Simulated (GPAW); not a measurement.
# How the form of the self-energy moves the gap of NbInO4 (P2/c)

Aim: compare treatments of exchange, screening and correlation for the gap of NbInO4 (P2/c).

Method: LDA and many-body steps on it, plane waves, in GPAW 26.7.0.

**The experiments to reproduce.**

- Gap 4.7 eV: direct gap from Elliott-Toyozawa fit; diffuse reflectance; 300 K; powder (“Accurate Determination of the Band-Gap Energy of the Rare-Earth Niobate Series”, 2024, arxiv:2401.13477).

**1. Set-up**

The structure is monoclinic, space group P2/c (No. 13). The conventional cell has a = 4.835 Å, b = 5.771 Å, c = 5.144 Å, α = 90.00°, β = 91.13°, γ = 90.00°. Nb has 6 O at 1.88 to 2.15 Å nearest. In has 6 O at 2.10 to 2.23 Å nearest. Nearest to O lie 1 Nb at 1.88 Å and 2 In at 2.15 to 2.23 Å. Nearest to O lie 2 Nb at 1.98 to 2.15 Å and 1 In at 2.10 Å. Farther neighbours and most contacts between anions are not listed.

Structure file:

```cif
data_structure
_symmetry_space_group_name_H-M 'P 1'
_symmetry_Int_Tables_number 1
_cell_length_a 4.8355
_cell_length_b 5.7709
_cell_length_c 5.1440
_cell_angle_alpha 90.000
_cell_angle_beta 91.130
_cell_angle_gamma 90.000
_cell_volume 143.52
loop_
_atom_site_label
_atom_site_type_symbol
_atom_site_fract_x
_atom_site_fract_y
_atom_site_fract_z
_atom_site_occupancy
Nb1 Nb 0.00000 0.17790 0.25000 1
Nb2 Nb 0.00000 0.82210 0.75000 1
In3 In 0.50000 0.68250 0.25000 1
In4 In 0.50000 0.31750 0.75000 1
O5 O 0.26000 0.61800 0.90100 1
O6 O 0.74000 0.61800 0.59900 1
O7 O 0.74000 0.38200 0.09900 1
O8 O 0.26000 0.38200 0.40100 1
O9 O 0.21700 0.89800 0.43800 1
O10 O 0.78300 0.89800 0.06200 1
O11 O 0.78300 0.10200 0.56200 1
O12 O 0.21700 0.10200 0.93800 1
```

The cell and positions come from the Crystallography Open Database and are kept as given unless a step says otherwise.

**2. Empty states on the mesh, 4×2×4 mesh, 335 bands**

This step: GPAW 26.7.0; DFT, LDA, plane waves, PAW.

The sums over transitions need many empty states on a uniform mesh; this step solves for them.

Input file run.py:

```python
import json
import numpy as np
from gpaw.mpi import world
from gpaw import GPAW

calc = GPAW('gs.gpw').fixed_density(kpts={'size': (4, 2, 4), 'gamma': True},
    nbands=390,
    convergence={'bands': 335},
    txt='nscf.txt')
calc.write('full.gpw', mode='all')
res = {}
kpts = calc.get_ibz_k_points()
res['kpts'] = kpts
res['eigenvalues'] = [calc.get_eigenvalues(kpt=k) for k in range(len(kpts))]
res['n_electrons'] = calc.get_number_of_electrons()

if world.rank == 0:
    with open('result.json', 'w') as f:
        json.dump(res, f, default=lambda x: x.tolist())
```

On the command line:

```
$ mpirun -n 4 gpaw python run.py
```

Numbers of over 12 decimals in the logs are rounded to 6 here.

The log of the run:

```text
Diagonalizing LCAO Hamiltonian
Converting LCAO to pw mode
convergence criteria:
- Maximum integral of absolute [eigenst]ate change: 4e-08 eV^2 / valence electron
maximum number of iterations: 100

SCF iterations
|iter     |     time |      energy | eigst |  dens |
|iter:   1|  |             | +4.16 |       |
|iter:   2|  |             | +2.98 |       |
|iter:   3|  |             | +1.89 |       |
[...]
|iter:  14|  |             | -6.78 |       |
|iter:  15|  |             | -7.18 |       |
|iter:  16|  |             | -7.60c|       |
SCF steps: 16
  __  _  _
 | _ |_)|_||  |
 |__||  | ||/\| - 26.7.0

Input parameters:
  mode=PW(ecut=600.0),
  convergence={'bands': 335},
  gpts=array([28, 35, 30]),
  kpts=MonkhorstPack(size=(4, 2, 4), gamma=True),
  maxiter=100,
  nbands=390,
  occupations=Occupations(name='fermi-dirac', width=0.001, fixmagmom=False),
  parallel={},
  xc=XC(name='LDA')
# Writing to full.gpw (mode='all')
  [... matrices ...]
```

The job ended after 3.3 min (4 MPI ranks of AMD EPYC 9R45, shared host; peak memory 2.1 GiB; 13 min of CPU time).

This step gave:

| Property | Result |
| --- | --- |
| gap | 3.239 eV |
| k of the valence top | 0.25, 0, -0.25 |
| k of the conduction bottom | 0.25, 0, 0.5 |
| least direct gap | 3.351 eV |
| k points computed | 20 |
| lowest point of the top converged band, above the valence top | 82.6984 eV |

On this mesh the gap is 3.239 eV.

**3. G0W0, Godby-Needs plasmon pole**

G0W0 replaces the xc potential by the self-energy, built once from these orbitals. Only a window of levels is corrected, while the sums run over the empty bands that the input names.

This step: G0W0 on LDA, plane waves, PAW.

Input file run.py:

```python
import json
import numpy as np
from gpaw.mpi import world
from gpaw.response.g0w0 import G0W0

gw = G0W0('full.gpw',
    filename='gw',
    kpts=[0, 3, 6, 9],
    bands=(48, 52),
    ecut=60,
    nbands=151,
    integrate_gamma='WS',
    ppa=True)
gw.calculate()
res = {mode: {k: v for k, v in r.items() if k != 'sigma_eskwn'}
       for mode, r in gw.all_results.items()}

if world.rank == 0:
    with open('result.json', 'w') as f:
        json.dump(res, f, default=lambda x: x.tolist())
```

On the command line:

```
$ mpirun -n 4 gpaw python run.py
```

The log of the run:

```text
Using integrator: PointIntegrator
FrequencyGridDescriptor(from 0.000+0.000j to 0.000+27.211j eV, 2 points)
Nonperiodic BCs:  [False False False]
Using integrator: PointIntegrator
FrequencyGridDescriptor(from 0.000+0.000j to 0.000+27.211j eV, 2 points)
Nonperiodic BCs:  [False False False]
  ___  _ _ _
 |   || | | |
 | | || | | |
 |__ ||_____|
 |___|

BZ k-points: Symmetries present (total): 2

  [... matrices ...]
32 k-points: 4 x 2 x 4 Monkhorst-Pack grid + [1/8,1/4,1/8]
20 k-points in the irreducible part of the Brillouin zone
       k-points in crystal coordinates                weights
   0:     0.00000000    0.00000000    0.00000000          1/32
   1:     0.00000000    0.00000000    0.25000000          2/32
   2:     0.00000000    0.00000000    0.50000000          1/32
   3:     0.00000000    0.50000000    0.00000000          1/32
   4:     0.00000000    0.50000000    0.25000000          2/32
   5:     0.00000000    0.50000000    0.50000000          1/32
   6:     0.25000000    0.00000000   -0.25000000          2/32
   7:     0.25000000    0.00000000    0.00000000          2/32
   8:     0.25000000    0.00000000    0.25000000          2/32
   9:     0.25000000    0.00000000    0.50000000          2/32
          ...
  19:     0.50000000    0.50000000    0.50000000          1/32

Distributing spins, k-points and bands (1 x 4 x 4) over 4 processes
Number of blocks: 1

Quasi particle states:
k-points (IBZ indices): [0, 3, 6, 9]
Band range: (48, 52)
  [... matrices ...]
Computational parameters:
Plane wave cut-off: 60 eV
Number of bands: 151
Coulomb cutoff: None
Broadening: 0.1 eV

fxc modes: GW
Kernel: RPA
Using Godby-Needs plasmon-pole approximation:
  Fitting energy: i*E0, E0 = 1.000 Hartree
Summing all q:

Calculating screened Coulomb potential
No Coulomb truncation
FrequencyGridDescriptor(from 0.000+0.000j to 0.000+27.211j eV, 2 points)
Removing empty qpoint cache files...

Calculating chi0 body with:
    Ground state adapter containing:
    Number of spins: 1
    Number of kpoints: 32
    Number of irreducible kpoints: 20
    Number of completely occupied states: 50
    Number of partially occupied states: 50
    Occupied states memory: 22.430419921875 M / cpu

    Linear response parametrization:
    q_c: [0.0, 0.0, 0.0]
    Number of frequency points: 2
    Planewave cutoff: 60.0
    Number of bands: 151
    Number of planewaves: 147
    Broadening (eta): 1e-06
    comm.size: 4
    kncomm.size: 4
    blockcomm.size: 1

    Memory estimate of potentially large arrays:
        chi0_wGG: 0.659454 M / cpu
Integrating chi0 body.

Symmetries of q_c:
    Direct symmetries (Uq -> q): 2
    Indirect symmetries (TUq -> q): 0
In total 2 allowed symmetries.

  [... matrices ...]
20 groups of equivalent kpoints. 37.5% reduction.

Integral kind: response function
Integrating chi0 head and wings.

Symmetries of q_c:
    Direct symmetries (Uq -> q): 2
    Indirect symmetries (TUq -> q): 0
In total 2 allowed symmetries.

  [... matrices ...]
20 groups of equivalent kpoints. 37.5% reduction.

Integral kind: response function wings

Calculating chi0 body with:
    Ground state adapter containing:
    Number of spins: 1
    Number of kpoints: 32
    Number of irreducible kpoints: 20
    Number of completely occupied states: 50
    Number of partially occupied states: 50
    Occupied states memory: 22.430419921875 M / cpu

    Linear response parametrization:
[... the further q-points ...]

Results:
f:      Occupation numbers
eps:     KS-eigenvalues [eV]
vxc:     KS vxc [eV]
exx:     Exact exchange [eV]
sigma:   Self-energies [eV]
dsigma:  Self-energy derivatives
Z:       Renormalization factors
qp:      QP-energies [eV]

k-point 0 (0): (0.000, 0.000, 0.000)                GW
band       f     eps     vxc     exx   sigma  dsigma       Z      qp
                                                                   GW
  48   1.000   4.957 -20.875 -25.784   5.016  -0.292   0.774   5.040
  49   1.000   4.994 -20.841 -25.920   5.126  -0.294   0.773   5.030
  50   0.000   8.619 -19.519 -13.612  -3.360  -0.224   0.817  10.700
  51   0.000   9.060 -19.432 -13.800  -3.268  -0.223   0.818  10.994

k-point 1 (3): (0.000, 0.500, 0.000)                GW
band       f     eps     vxc     exx   sigma  dsigma       Z      qp
                                                                   GW
  48   1.000   4.768 -20.573 -25.540   4.998  -0.293   0.773   4.792
  49   1.000   5.079 -21.656 -26.410   4.908  -0.285   0.778   5.199
[...]
k-point 2 (6): (0.250, 0.000, -0.250)                GW
band       f     eps     vxc     exx   sigma  dsigma       Z      qp
                                                                   GW
[...]
k-point 3 (9): (0.250, 0.000, 0.500)                GW
band       f     eps     vxc     exx   sigma  dsigma       Z      qp
                                                                   GW
[...]
49   1.000   4.954 -20.900 -25.824   5.007  -0.292   0.774   5.018
  50   0.000   8.371 -19.266 -13.288  -3.471  -0.217   0.822  10.430
  51   0.000   9.012 -20.151 -13.928  -3.615  -0.226   0.816  11.139
```

Run time: 2.7 min. Hardware: 4 MPI ranks; peak memory 3.1 GiB; 11 min of CPU time.

This step gave:

- G0W0 gap on the mesh: 5.206 eV
- least direct G0W0 gap on the computed points: 5.394 eV
- Z at the valence top: 0.7755
- Z at the conduction bottom: 0.8216
- starting gap on the mesh: 3.239 eV
- k of the valence top: 0.25, 0, -0.25
- k of the conduction bottom: 0.25, 0, 0.5

The gap on the mesh goes from 3.24 eV to 5.21 eV, a correction of +1.97 eV.

**4. One-shot HSE06**

This step: one-shot HSE06 levels on LDA orbitals, plane waves, PAW.

Input file run.py:

```python
import json
import numpy as np
from gpaw.mpi import world
from gpaw.hybrids.eigenvalues import non_self_consistent_eigenvalues

dft, vxc, vxc_hyb = non_self_consistent_eigenvalues('full.gpw', 'HSE06', 48, 52, kpt_indices=[0, 3, 6, 9])
res = {'dft': dft[0], 'hybrid': (dft - vxc + vxc_hyb)[0]}
if world.rank == 0:
    with open('hybrid.txt', 'w') as f:
        for k, e0, e1 in zip([0, 3, 6, 9], res['dft'], res['hybrid']):
            print(k, ' '.join(f'{x:9.4f}' for x in e0), '|', ' '.join(f'{x:9.4f}' for x in e1), file=f)

if world.rank == 0:
    with open('result.json', 'w') as f:
        json.dump(res, f, default=lambda x: x.tolist())
```

On the command line:

```
$ mpirun -n 4 gpaw python run.py
```

The log of the run:

```text
IBZ(<points: 20, symmetries: 2>)
Occupied bands: 50
Transforming wave functions from IBZ to BZ: 0.038 seconds
Distributing wave functions and iFFT-ing to real space: 0.327 seconds
Calculating eigenvalues:
  k-points: 4
  Bands: 48-51 (inclusive)
  Seconds: 6.583 (wave-function broadcasting: 0.029 seconds)
HSE06-eigenvalue shifts:
  min: -1.128 eV
  ave: -0.007 eV
  max: 1.167 eV
```

Wall time 10 s (4 MPI ranks); peak memory 2.1 GiB; 40 s of CPU time.

This step gave:

```yaml
starting_gap_on_the_mesh: 3.239 eV
hybrid_gap_on_the_mesh: 5.377 eV
least_direct_hybrid_gap_on_the_computed_points: 5.557 eV
```

(Continued in part 2 of 2.)

[Paths, hosts, dates, memory and timing lines, banners, echoed tables and standing remarks are left out of the program output.]

[Logs are printed without paths, hosts, clocks, repeated set-up lines and the standing remarks that a program may print on its own settings, such as how far it seeks lower states.]

[Runs of the session that timed out or met a known fault of the program may be left out.]

[Hosts, paths, dates, database ids (printed as entryN), source tags and the programs' standing remarks are cut or masked in the printed files.]
